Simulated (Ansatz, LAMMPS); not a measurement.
**Ca2+ TFSI- in propylene carbonate and gamma-butyrolactone and tetrahydrofuran, from a frame at 350 K (208 atoms): geometry optimisation**

How does Ca2+ TFSI- in propylene carbonate and gamma-butyrolactone and tetrahydrofuran, from a frame at 350 K (208 atoms) relax, and what do bonds, charges and levels look like afterwards?

Calculated with Ansatz 0.2.0; Kohn-Sham DFT, LDA, PAW (set soft_2), plane waves.

Report form: the programs' logs are mostly left out.

## 1. The structure

The cell holds 208 atoms: 2 N, 4 S, 35 O, 60 C, 12 F, 94 H and 1 Ca. Cell: a = 13.329 Å, b = 13.329 Å, c = 13.329 Å, α = 90.0°, β = 90.0°, γ = 90.0°. 4 propylene carbonate, 5 gamma-butyrolactone, 5 tetrahydrofuran, 1 Ca2+, 2 TFSI- placed at random, at 1.26 g/cm³; overlaps pushed apart, then 10 ps at 550 K with divalent ions of Li, Roberts, Chakravorty and Merz (J. Chem. Theory Comput. 9, 2733 (2013)); MMFF94 bonds, angles, torsions, charges and radii (Halgren, J. Comput. Chem. 17, 490 (1996)) in harmonic and 12-6 forms; charges of ions scaled by 0.8. Snapshot after 30 ps at 350 K and fixed volume.

Before any run, some limits are plain. The network of contacts between molecules at the start is that of the classical potential that made the cell. The functional has no dispersion term, which matters for the binding between molecules or layers, where LDA binds through overlap of densities alone. The density was typed from a rule of thumb and may lie off the real one at this temperature. Sampling is at Γ alone, for a cell whose shortest periodic width is 13 Å.

## 2. Making the structure

A classical potential supplies the starting structure, since it reaches far longer times than DFT.

This step: classical MD, divalent ions of Li, Roberts, Chakravorty and Merz (J. Chem. Theory Comput. 9, 2733 (2013)); MMFF94 bonds, angles, torsions, charges and radii (Halgren, J. Comput. Chem. 17, 490 (1996)) in harmonic and 12-6 forms; charges of ions scaled by 0.8 (LAMMPS 22 Jul 2025 - Update 4).

in.lmp

```
# Ca2+ TFSI- in propylene carbonate and gamma-butyrolactone and tetrahydrofuran
units real
atom_style full
boundary p p p
bond_style harmonic
angle_style harmonic
dihedral_style opls
improper_style harmonic
special_bonds lj 0 0 0.5 coul 0 0 0.75
read_data data.lmp
neigh_modify delay 0 every 1 check yes one 4000
comm_modify cutoff 12.0
timestep 0.5
thermo_style custom step time temp pe press density
thermo_modify norm yes
# push overlapping molecules apart
pair_style soft 2.6
pair_coeff * * 0.0
variable a equal ramp(1,60)
fix ad all adapt 1 pair soft a * * v_a
velocity all create 550 764431 mom yes dist gaussian
fix lim all nve/limit 0.03
fix lan all langevin 550 550 50 764432 zero yes
thermo 1000
run 3000 post no
unfix ad
pair_style lj/cut/coul/long 9.0
pair_modify mix arithmetic tail yes
pair_coeff 1 1 0.0721 3.5530   # N
pair_coeff 2 2 0.2681 3.4180   # S
pair_coeff 3 3 0.0763 3.0960   # O
pair_coeff 4 4 0.0678 3.3680   # C
pair_coeff 5 5 0.0801 2.5590   # F
pair_coeff 6 6 0.0763 3.0430   # O
# [... 22 lines left out ...]
compute msd all msd com yes
thermo 7500
fix md all nvt temp 350 350 100
run 30000 post no
print "== T350: mean square displacement over the hold $(c_msd[4]:%.2f) A^2"
unfix md
uncompute msd
write_dump all custom T350.dump id type xs ys zs modify sort id
```

Run with:

```sh
$ lmp -in in.lmp -log none -nocite
```

The job ended after 33 s (1 thread of Arm Neoverse V2, shared host; peak memory 0.12 GiB).

The input also reads data.lmp (atoms, bonds and types; not printed here).

## 3. Single point at the start

The forces at the start show how far the geometry lies from a minimum of this functional.

input.yaml

```yaml
crystal:
  lattice:
    - [13.32895, 0.0, 0.0]
    - [0.0, 13.32895, 0.0]
    - [0.0, 0.0, 13.32895]
  atoms:
    - { symbol: "N", position: [0.33949, 0.29663, 0.63591] }
    - { symbol: S, position: [0.34344, 0.39362, 0.6985] }
    - { symbol: O, position: [0.25467, 0.44268, 0.7296] }
    - { symbol: O, position: [0.42117, 0.45755, 0.66167] }
    - { symbol: C, position: [0.40176, 0.34172, 0.8143] }
    - { symbol: F, position: [0.4477, 0.41796, 0.86716] }
    - { symbol: F, position: [0.32705, 0.30937, 0.87558] }
    - { symbol: F, position: [0.47377, 0.26855, 0.80109] }
    - { symbol: S, position: [0.26063, 0.22269, 0.68814] }
    - { symbol: O, position: [0.16292, 0.26452, 0.7171] }
    - { symbol: O, position: [0.30351, 0.15874, 0.76052] }
    - { symbol: C, position: [0.23037, 0.13771, 0.58511] }
    - { symbol: F, position: [0.31266, 0.08359, 0.55282] }
    - { symbol: F, position: [0.19772, 0.18775, 0.4967] }
    - { symbol: F, position: [0.1555, 0.07283, 0.60901] }
    - { symbol: "N", position: [0.96948, 0.7237, 0.57326] }
    - { symbol: S, position: [0.89872, 0.66743, 0.64241] }
    - { symbol: O, position: [0.94288, 0.5974, 0.71276] }
    - { symbol: O, position: [0.81293, 0.62355, 0.59314] }
    - { symbol: C, position: [0.851, 0.77061, 0.72172] }
    - { symbol: F, position: [0.87981, 0.85687, 0.67899] }
    - { symbol: F, position: [0.74517, 0.77105, 0.72291] }
    - { symbol: F, position: [0.88515, 0.76508, 0.81866] }
    - { symbol: S, position: [0.92715, 0.76467, 0.46747] }
    - { symbol: O, position: [0.99683, 0.83087, 0.41744] }
    - { symbol: O, position: [0.82544, 0.8053, 0.47743] }
    - { symbol: C, position: [0.92584, 0.64828, 0.39251] }
    - { symbol: F, position: [0.93911, 0.56366, 0.44892] }
    - { symbol: F, position: [0.98648, 0.65332, 0.30994] }
    - { symbol: F, position: [0.829, 0.63229, 0.35936] }
    - { symbol: C, position: [0.49504, 0.97992, 0.79992] }
    - { symbol: C, position: [0.59412, 0.00552, 0.84286] }
    [... 170 atom lines left out ...]
    - { symbol: H, position: [0.31172, 0.83103, 0.30033] }
    - { symbol: H, position: [0.2508, 0.96975, 0.43394] }
    - { symbol: H, position: [0.31464, 0.99399, 0.31338] }
    - { symbol: H, position: [0.10032, 0.97449, 0.3762] }
    - { symbol: H, position: [0.15118, 0.09089, 0.31525] }
    - { symbol: Ca, position: [0.04089, 0.40423, 0.74566] }
kpoints:
  mp_grid: { grid: [1, 1, 1] }
hamiltonian:
  xc: lda
scf:
  occupations: { method: fermi_dirac, width: 0.025 }
output:
  forces: true
  stress: true
  populations: true
  dos:
    method: { smearing: { sigma: 0.08 } }
    de: 0.1
    projected: { site_lists: { C: [C], Ca: [Ca], F: [F], H: [H], "N": ["N"] } }
  eigenvalues: true
```

Run with:

```sh
$ ansatz run input.yaml --threads 4 --pin off --max-ram 8192MiB --backend cpu --events-out ev --progress --plain --runs-dir out
```

The job ended after 54 s (4 threads of Arm Neoverse V2, shared host; peak memory 3.3 GiB; 3.5 min of CPU time).

Numbers from this run:

| Item | Value |
| --- | --- |
| free energy | -50973.3849 eV |
| free energy per atom | -245.0644 eV/atom |
| SCF cycles | 12 |
| pressure | -0.432 GPa |
| r.m.s. force component | 1.06 eV/Å |
| longest force | 4.498 eV/Å |
| Fermi energy | 1.693 eV |
| gap (highest filled to lowest empty level) | 3.097 eV |
| spilling of the projection | 0.01317 |

The r.m.s. force component of 1.1 eV/Å and the pressure of -0.43 GPa set the starting point.

Neighbours are counted within 1.34 Å (H-C), 1.85 Å (C-C), 1.73 Å (C-O), 1.62 Å (C-F), 2.21 Å (C-S), 1.88 Å (O-S), 2.83 Å (O-Ca), 2.02 Å (S-N).

Length of the force by element and coordination:

```csv
element,coordination,atoms,mean length of the force (eV/Å),spread,least,most
C,all,60,2.11,1.00,0.365,4.50
C,3,9,2.31,1.21,1.07,4.50
C,4,51,2.07,0.955,0.365,3.92
Ca,all,1,0.507,0,0.507,0.507
F,all,12,1.97,0.449,1.15,2.48
H,all,94,1.07,0.622,0.185,3.02
N,all,2,2.42,0.165,2.25,2.58
O,all,35,1.78,0.815,0.569,4.02
O,1,12,1.70,1.00,0.569,4.02
O,2,22,1.84,0.704,0.775,3.10
O,3,1,1.38,0,1.38,1.38
S,all,4,2.93,0.585,2.15,3.64
```

## 4. Relaxation

With the cell held, the atoms are moved downhill towards a nearby minimum.

input.yaml, the sections that differ from step 3:

```yaml
output:
  forces: true
relax:
  f_tol: 0.03
  max_steps: 200
# crystal, kpoints, hamiltonian, scf: as in step 3
```

Run time: 32 min. Hardware: 4 threads; peak memory 3.3 GiB; 2 h of CPU time.

Step by step (22 of 90):

```csv
step,energy less that of the first step (eV),largest force component (eV/Å)
1,0.0000,4.4151
5,-11.2918,0.4147
9,-11.8809,0.4760
14,-12.2836,0.4161
18,-12.5091,0.3003
22,-12.6317,0.5006
26,-12.7315,0.5322
31,-12.8628,0.2045
35,-12.9517,0.2528
39,-13.0284,0.1706
43,-13.0982,0.2518
48,-13.1517,0.0771
52,-13.1743,0.1720
56,-13.2021,0.2808
60,-13.2279,0.2646
65,-13.2471,0.2708
69,-13.2631,0.2452
73,-13.2810,0.1213
77,-13.2961,0.1196
82,-13.3126,0.0555
86,-13.3154,0.0239
90,-13.3166,0.0257
```

The atoms that moved most (Å):

```csv
atom,dx,dy,dz,length
F22,2.358,-1.461,0.842,2.899
H78,-1.764,-0.035,2.134,2.769
H80,-0.596,2.255,1.345,2.693
H104,0.751,-1.050,-2.311,2.648
H53,-2.496,0.610,0.598,2.638
H134,0.628,1.962,1.555,2.580
F23,2.053,-0.290,-1.456,2.534
F29,-2.432,-0.201,-0.535,2.498
```

The relaxation changed the energy by -64.0 meV/atom, and atoms moved by 1.5 Å r.m.s., 2.9 Å at most.

## 5. Distances and neighbours after relaxation

Bonds before and after, by the cutoffs listed below:

```csv
pair,bonds before,bonds after,mean before (Å),mean after (Å),spread before (Å),spread after (Å)
H-C,94,94,1.099,1.104,0.033,0.003
C-C,38,38,1.499,1.509,0.039,0.011
C-O,45,45,1.368,1.358,0.079,0.086
C-F,12,12,1.376,1.325,0.022,0.003
C-S,4,4,1.845,1.846,0.013,0.004
O-S,8,8,1.440,1.439,0.020,0.005
O-Ca,6,8,2.387,2.391,0.056,0.040
S-N,4,4,1.568,1.572,0.040,0.008
```

Density 1.26 g/cm³, 11.38 Å³ an atom.

g(r), total and by pair (bins of 0.2 Å):

```csv
r (Å),total,H-H,H-C,H-O,H-F,H-S,H-N
1.00,0.38,0.00,1.45,0.00,0.00,0.00,0.00
1.20,3.15,0.00,11.10,0.00,0.00,0.00,0.00
1.40,1.46,0.00,0.00,0.00,0.00,0.00,0.00
1.60,0.61,0.00,0.00,0.00,0.00,0.00,0.00
1.80,0.75,3.42,0.00,0.00,0.00,0.00,0.00
2.00,0.45,0.05,0.00,2.88,0.00,0.00,0.00
2.20,1.93,0.83,4.86,0.53,0.16,0.00,1.01
2.40,1.39,2.85,0.00,1.19,0.60,0.00,0.93
2.60,0.72,1.20,0.22,1.18,0.63,0.00,0.00
2.80,1.23,1.65,1.65,2.05,1.17,0.00,0.00
3.00,1.10,1.42,1.43,0.84,0.65,0.29,0.56
3.20,1.04,0.58,1.66,1.11,0.97,1.00,0.00
3.40,0.92,0.72,1.02,0.78,0.35,0.64,0.83
3.60,0.82,0.87,0.72,0.71,0.58,1.38,0.38
3.80,0.98,1.25,0.80,0.77,0.93,0.87,0.33
4.00,0.97,1.11,0.84,1.26,0.64,0.63,0.97
4.20,1.02,1.02,0.82,1.47,1.13,0.29,0.58
4.40,0.96,0.91,1.02,0.96,0.98,0.64,0.79
4.60,1.12,0.99,1.17,0.98,1.38,0.35,1.64
4.80,1.08,0.98,1.03,1.07,1.01,2.07,1.31
5.00,0.94,0.99,0.92,0.85,0.70,1.21,0.61
5.20,1.12,1.20,1.09,0.98,1.20,0.93,1.12
5.40,1.03,0.95,1.00,0.98,1.11,1.12,0.35
5.60,0.97,0.95,0.95,0.98,0.85,1.27,1.59
5.80,1.10,0.99,1.05,1.05,1.39,1.35,1.50
6.00,1.04,0.94,1.11,1.05,1.18,1.11,1.39
6.20,0.96,0.90,0.94,1.04,1.22,0.85,0.91
6.40,1.00,1.06,0.93,0.94,0.94,0.97,1.34
```

Bonds by pair of elements; cutoffs follow the first minimum of g(r), held within bounds set by covalent radii, and pairs that aren't listed don't count as bonded:

```csv
pair A-B,cutoff (Å),bonds,mean length (Å),spread (Å),shortest (Å),B about A,A about B
H-C,1.34,94,1.10,0.003,1.10,1,1.57
C-C,1.85,38,1.51,0.011,1.49,1.27,1.27
C-O,1.73,45,1.36,0.086,1.20,0.75,1.29
C-F,1.62,12,1.32,0.003,1.32,0.2,1
C-S,2.21,4,1.85,0.004,1.84,0.067,1
O-S,1.88,8,1.44,0.005,1.43,0.229,2
O-Ca,2.88,8,2.39,0.04,2.33,0.229,8
S-N,1.98,4,1.57,0.008,1.56,1,2
```

How many atoms have how many bonded neighbours:

```csv
element,mean,1,2,3,4,8
C,3.85,0,0,9,51,0
Ca,8,0,0,0,0,1
F,1,12,0,0,0,0
H,1,94,0,0,0,0
N,2,0,2,0,0,0
O,1.74,10,24,1,0,0
S,4,0,0,0,4,0
```

Bond angles (no mean is given where the spread exceeds 20°):

```csv
angle,count,mean (°),spread (°)
C-C-H,138,112,1.8
H-C-H,51,108,0.9
H-C-O,42,108,1
C-C-O,37,109,8.1
O-Ca-O,28,-,-
```

Bond length by coordination (bonds to H left out):

```csv
element,coordination,atoms,mean bond length (Å)
C,3,9,1.32
C,4,51,1.49
O,1,10,1.32
O,2,24,1.53
O,3,1,1.74
```

Rings of the network by King's shortest-path rule, up to 12 atoms, one path for each pair of neighbours; H, halogens, alkali and alkaline-earth atoms are left out, and the last column divides by all other atoms, bonded or not:

```csv
ring size (atoms),rings,per network atom
5,14,0.139
```

For some of the pairs, g(r) has its first main peak near 1.8 Å (H-H), 1.1 Å (H-C) and 2.1 Å (H-O). With the cutoffs above, 85 % of C atoms have 4, all Ca atoms have 8, all F atoms have 1 and all H atoms have 1 bonded neighbour. The C-C-H angle averages 112° with a spread of 1.8°. All rings counted have 5 atoms.

[end of part 1 of 2]

[Logs are printed without paths, hosts, clocks, repeated set-up lines and the standing remarks that a program may print on its own settings, such as how far it seeks lower states.]

[Hosts, paths, dates, database ids (printed as entryN), source tags and the programs' standing remarks are cut or masked in the printed files.]

[The MMFF94 radii named for the starting cell were scaled by 0.96; in molecules described by MMFF94, hydrogen bound to N, O or S took a small fixed 12-6 site in their place.]
